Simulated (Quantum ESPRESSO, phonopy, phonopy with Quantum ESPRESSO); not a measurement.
# Al (Fm-3m): phonons against volume, part 2 of 2

Which modes of Al drive its thermal expansion?

Experimental results on record:
- volume expansion coefficient 69 1e-6/K and heat capacity C_P per formula unit 24.2 J/mol/K near room temperature (given in “High-Throughput Prediction of Finite-Temperature Properties using the Quasi-Harmonic Approximation”, 2016, arXiv:1603.06924)

Quantum ESPRESSO 7.5; DFT PBEsol, scalar-relativistic, plane waves, GBRV ultrasoft pseudopotentials.

So far. Step 14 (Lattice dynamics at this volume, V/V0 1.03): The time given is that of the one pw.x run on a displaced cell behind this step. Step 15 (Ground state at this cell, V/V0 0.97): The run ends at a pressure of 2.69 GPa.

## Step 16: A displaced supercell

System of this step: Al. Symmetry: Imm2, No. 44, orthorhombic system. The conventional cell has a = 8.428 Å, b = 11.918 Å, c = 8.428 Å, α = 90.00°, β = 90.00°, γ = 90.00°. Nearest to Al lie 12 Al at 2.79 to 2.83 Å. Al has 12 Al at 2.79 to 2.81 Å nearest. Al has 12 Al at 2.81 to 2.83 Å nearest. Al has 12 Al at 2.80 to 2.81 Å nearest. Al has 12 Al at 2.81 Å nearest. Nearest to Al lie 12 Al at 2.81 to 2.82 Å.

The input, disp-00001.in:

```
&CONTROL
  calculation = 'scf'
  prefix      = 'x'
  outdir      = './tmp'
  pseudo_dir  = './pseudo'
  tprnfor     = .true.
  disk_io     = 'none'
/
&SYSTEM
  ibrav       = 0
  nat         = 27
  ntyp        = 1
  ecutwfc     = 40.0
  ecutrho     = 240.0
  occupations = 'smearing'
  smearing    = 'mv'
  degauss     = 0.02
/
&ELECTRONS
  conv_thr         = 1.0d-11
  mixing_beta      = 0.7
  electron_maxstep = 100
/
ATOMIC_SPECIES
 Al     26.9815  Al.upf
CELL_PARAMETERS angstrom
     0.000000000    5.959226487    5.959226487
     5.959226487    0.000000000    5.959226487
     5.959226487    5.959226487    0.000000000
ATOMIC_POSITIONS crystal
 Al     0.002373150   0.000000000   0.000000000
 Al     0.333333333   0.000000000   0.000000000
 Al     0.666666667   0.000000000   0.000000000
 Al     0.000000000   0.333333333   0.000000000
 Al     0.333333333   0.333333333   0.000000000
 Al     0.666666667   0.333333333   0.000000000
 Al     0.000000000   0.666666667   0.000000000
 Al     0.333333333   0.666666667   0.000000000
[... 15 atom lines left out ...]
 Al     0.666666667   0.333333333   0.666666667
 Al     0.000000000   0.666666667   0.666666667
 Al     0.333333333   0.666666667   0.666666667
 Al     0.666666667   0.666666667   0.666666667
K_POINTS automatic
 5 5 5 0 0 0
```

On the command line:

```bash
> OMP_NUM_THREADS=1 mpirun -n 8 pw.x -nk 8 -in disp-00001.in > disp-00001.out
```

Wall time 3.1 min (8 MPI ranks of Arm Neoverse N1, shared host).

## Step 17: Lattice dynamics at this volume, V/V0 0.97

This step: DFT PBEsol, scalar-relativistic, plane waves, GBRV ultrasoft pseudopotentials (phonopy with Quantum ESPRESSO 4.10.0 / 7.5).

Wall time 3.1 min (8 threads).

No mode is imaginary beyond numerical noise along the path.

The time given is that of the one pw.x run on a displaced cell behind this step.

## Step 18: Ground state at this cell, V/V0 1.05

This step: DFT PBEsol, scalar-relativistic, plane waves, GBRV ultrasoft pseudopotentials (Quantum ESPRESSO 7.5).

System of this step: Al. Symmetry: Fm-3m, No. 225, cubic system. The conventional cell has a = 4.079 Å, b = 4.079 Å, c = 4.079 Å, α = 90.00°, β = 90.00°, γ = 90.00°. Nearest to Al lie 12 Al at 2.88 Å.

The input, scf.in:

```
&CONTROL
  calculation = 'scf'
  prefix      = 'x'
  outdir      = './tmp'
  pseudo_dir  = './pseudo'
  tprnfor     = .true.
  tstress     = .true.
/
&SYSTEM
  ibrav       = 0
  nat         = 1
  ntyp        = 1
  ecutwfc     = 40.0
  ecutrho     = 240.0
  occupations = 'smearing'
  smearing    = 'mv'
  degauss     = 0.02
/
&ELECTRONS
  conv_thr         = 1.0d-12
  mixing_beta      = 0.7
  electron_maxstep = 100
/
ATOMIC_SPECIES
 Al     26.9815  Al.upf
CELL_PARAMETERS angstrom
     0.000000000    2.039581943    2.039581943
     2.039581943    0.000000000    2.039581943
     2.039581943    2.039581943    0.000000000
ATOMIC_POSITIONS crystal
 Al     0.000000000   0.000000000   0.000000000
K_POINTS automatic
 16 16 16 0 0 0
```

On the command line:

```bash
> OMP_NUM_THREADS=1 mpirun -n 8 pw.x -nk 8 -in scf.in > scf.out
```

Wall time 2.4 s (8 MPI ranks); 19 s of CPU time.

The run ends at a pressure of -3.59 GPa.

## Step 19: Forces on a displaced cell

System of this step: Al. Symmetry: Imm2, No. 44, orthorhombic system. The conventional cell has a = 8.653 Å, b = 12.237 Å, c = 8.653 Å, α = 90.00°, β = 90.00°, γ = 90.00°. Al has 12 Al at 2.86 to 2.90 Å nearest. Nearest to Al lie 12 Al at 2.86 to 2.88 Å. Al has 12 Al at 2.88 to 2.90 Å nearest. Al has 12 Al at 2.87 to 2.88 Å nearest. Nearest to Al lie 12 Al at 2.88 Å. Nearest to Al lie 12 Al at 2.88 to 2.89 Å.

Changes to disp-00001.in since step 16:

```diff
@@ -26,7 +26,7 @@
 CELL_PARAMETERS angstrom
-     0.000000000    5.959226487    5.959226487
-     5.959226487    0.000000000    5.959226487
-     5.959226487    5.959226487    0.000000000
+     0.000000000    6.118745830    6.118745830
+     6.118745830    0.000000000    6.118745830
+     6.118745830    6.118745830    0.000000000
 ATOMIC_POSITIONS crystal
- Al     0.002373150   0.000000000   0.000000000
+ Al     0.002311280   0.000000000   0.000000000
  Al     0.333333333   0.000000000   0.000000000
```

On the command line:

```bash
> OMP_NUM_THREADS=1 mpirun -n 8 pw.x -nk 8 -in disp-00001.in > disp-00001.out
```

Elapsed: 5.1 min, on 8 MPI ranks.

## Step 20: Lattice dynamics at this volume, V/V0 1.05

This step: DFT PBEsol, scalar-relativistic, plane waves, GBRV ultrasoft pseudopotentials (phonopy with Quantum ESPRESSO 4.10.0 / 7.5).

It took 5.1 min on 8 threads.

Phonopy, no LO-TO term. Phonon branches along the path, in cm⁻¹:

```
    point  branch 1  branch 2  branch 3
        Γ         0         0         0
  halfway       123       123       217
        X       176       176       291
  halfway       176       195       285
        U       173       232       267
jump to K       173       232       267
  halfway       111       148       231
        Γ         0         0         0
  halfway        97        97       213
        L       144       144       305
  halfway       163       201       282
        W       197       246       246
  halfway       187       200       279
        X       176       176       291
```

No mode is imaginary beyond numerical noise along the path.

The time given is that of the one pw.x run on a displaced cell behind this step.

## Step 21: How the modes move with volume

This step: DFT PBEsol, scalar-relativistic, plane waves, GBRV ultrasoft pseudopotentials (phonopy 4.10.0).

This step gave:

| Item | Value |
| --- | --- |
| share of modes with a negative Grüneisen parameter | 0 |

Mean Grüneisen, by row:

```
T (K)  heat-capacity-weighted mean  root mean square
   50                        2.122             2.128
  100                        2.061             2.066
  200                        2.037             2.042
  300                        2.032             2.037
  500                        2.029             2.034
  800                        2.028             2.033
```

The mean mode Grueneisen parameter by wavenumber:

```
wavenumber (cm⁻¹)  mean mode Grueneisen parameter
                6                               -
               17                               -
               39                            2.43
               50                            2.37
               72                            2.35
               84                            2.29
               95                            2.26
              117                            2.21
              128                            2.13
              139                            2.11
              162                            2.03
              173                            2.04
              195                             2.1
              206                            2.08
              218                            2.05
              240                            1.99
              251                            1.97
              262                            1.95
              284                            1.92
              296                            1.92
              318                             1.9
              329                            1.85
```

Volume series, by row:

```
 V/V0  V (Å³/atom)  pressure (GPa)  E - E0 (meV/atom)  gap (eV)  zero-point energy (meV/atom)  lowest on the path (cm⁻¹)  highest at Gamma without the LO-TO term (cm⁻¹)
 0.97        15.68           2.689              3.959         0                         42.37                          0                                               -
0.985        15.92           1.289              0.963         0                          41.1                          0                                               -
    1        16.16           0.001                  0         0                         39.87                          0                                               -
 1.03        16.65          -2.273              3.533         0                         37.46                          0                                               -
 1.05        16.97           -3.59              9.471         0                          35.9                          0                                               -
```

Grüneisen at points, by row:

```
point  branch  frequency (cm⁻¹)  mode Grüneisen parameter
    X       1             200.3                      2.36
    X       3               323                      1.99
    U       1             193.1                      2.12
    U       2             258.1                      2.02
    U       3             295.8                      1.95
    K       1             193.1                      2.12
    K       2             258.1                      2.02
    K       3             295.8                      1.95
    L       1             158.7                      1.83
    L       3             335.5                      1.84
    W       1             219.9                      2.04
    W       2             272.1                      1.98
```

## Step 22: Free-energy fit

Numbers from this step:

* volume expansion coefficient at 300 K: 68.75 1e-6/K
* isothermal bulk modulus at 300 K: 72.75 GPa
* C_P at 300 K: 23.94 J/mol-atom/K
* Grüneisen parameter at 300 K: 2.174

The energy (each curve on its own zero) by volume; values in meV/atom:

```
volume (Å³/atom)  static  F at 0 K  F at 300 K  F at 950 K
          15.676    3.96      6.99        10.5        23.1
          15.918    0.96      2.73        4.86        12.4
          16.161       0      0.53        1.28        3.82
          16.646    3.53      1.65       -0.52       -8.32
          16.969    9.47      6.03        1.81       -13.1
```

Phonopy-qha, vinet fit of F(V) at each temperature; no electronic free energy. Qha vinet, by row:

```
T (K)  fitted volume (Å³/atom)  alpha_V (1e-6/K)  B_T (GPa)  C_P (J/mol-atom/K)  Grueneisen
   75                    16.33             23.36      79.15               8.345       2.145
  100                    16.34             34.76      78.65               12.63       2.128
  125                    16.36             43.59      78.04               15.86       2.131
  150                    16.38             50.15      77.37               18.18       2.137
  175                     16.4             55.08      76.66               19.87       2.142
  200                    16.42              58.9      75.91               21.12       2.148
  225                    16.45             61.97      75.15               22.08       2.154
  250                    16.48             64.54      74.37               22.83        2.16
  275                     16.5             66.76      73.56               23.44       2.167
  300                    16.53             68.75      72.75               23.94       2.174
  325                    16.56             70.57      71.92               24.37       2.182
  350                    16.59             72.28      71.07               24.75        2.19
  375                    16.62             73.92      70.21               25.08       2.198
  400                    16.65             75.52      69.34               25.39       2.207
  425                    16.68             77.09      68.45               25.68       2.216
  450                    16.71             78.67      67.55               25.95       2.225
  475                    16.75             80.25      66.64                26.2       2.235
  500                    16.78             81.86      65.72               26.45       2.245
```

Table of volume expansion coefficient, phonopy-qha, Vinet by temperature:

```
temperature (K)  volume expansion coefficient, phonopy-qha, Vinet (1e-6/K)
             75                                                       23.4
            100                                                       34.8
            125                                                       43.6
            150                                                       50.1
            175                                                       55.1
            200                                                       58.9
            225                                                       62.0
            250                                                       64.5
            275                                                       66.8
            300                                                       68.8
            325                                                       70.6
            350                                                       72.3
            375                                                       73.9
            400                                                       75.5
            425                                                       77.1
            450                                                       78.7
            475                                                       80.2
            500                                                       81.9
```

The fit gives a volume expansion of 68.8 × 10⁻⁶/K at 300 K.

## Step 23: Summary of results

```json
{
  "volume expansion coefficient at 300 K": "68.75 1e-6/K",
  "isothermal bulk modulus at 300 K": "72.75 GPa",
  "C_P at 300 K": "23.94 J/mol-atom/K",
  "Grüneisen parameter at 300 K": "2.174",
  "mean mode Grüneisen parameter at 300 K": "2.03"
}
```

Near room temperature Al expands by 68.8 × 10⁻⁶/K in volume by PBEsol, with C_P = 23.9 J/(mol K) per mole of atoms and B_T = 72.8 GPa. The q-mesh is coarse, and the expansion can converge slowly with it. The table stops at 500 K because beyond it the fitted volume comes within 1 % of the largest computed cell, where the fit loses its support. C_P at room temperature is 96 % of the classical 3R an atom. A measured volume expansion coefficient near room temperature is 69 1e-6/K (arXiv:1603.06924); the calculated 68.8 1e-6/K agrees within half a per cent. A measured heat capacity per formula unit near room temperature is 24.2 J/mol/K (arXiv:1603.06924); the calculated 23.9 J/mol/K differs by -1 %. The fit leaves out the electrons' free energy, which adds to C_P and to the expansion of a metal at high temperature. The heat-capacity-weighted Grüneisen parameter goes from 2.12 at 50 K to 2.03 at 800 K. Weighting γ by the density of states and each mode's heat capacity at 300 K, modes below 110 cm⁻¹ give about 6 % of the sum of γC that drives the expansion, those up to 230 cm⁻¹ 59 % and the rest 35 %. Among the labelled points γ is largest for branch 1 at X (200 cm⁻¹, 2.4) and smallest for branch 1 at L (159 cm⁻¹, 1.8). The supercell is small: only its own wavevectors are exact, and branches between them are interpolated and can be misplaced.

[Logs are printed without paths, hosts, clocks, repeated set-up lines and the standing remarks that a program may print on its own settings, such as how far it seeks lower states.]

[Hosts, paths, dates, database ids (printed as entryN), source tags and the programs' standing remarks are cut or masked in the printed files.]

[A step with changed settings may run another functional than the one named; its input shows which.]

[Of the runs on displaced cells, only some may be shown.]
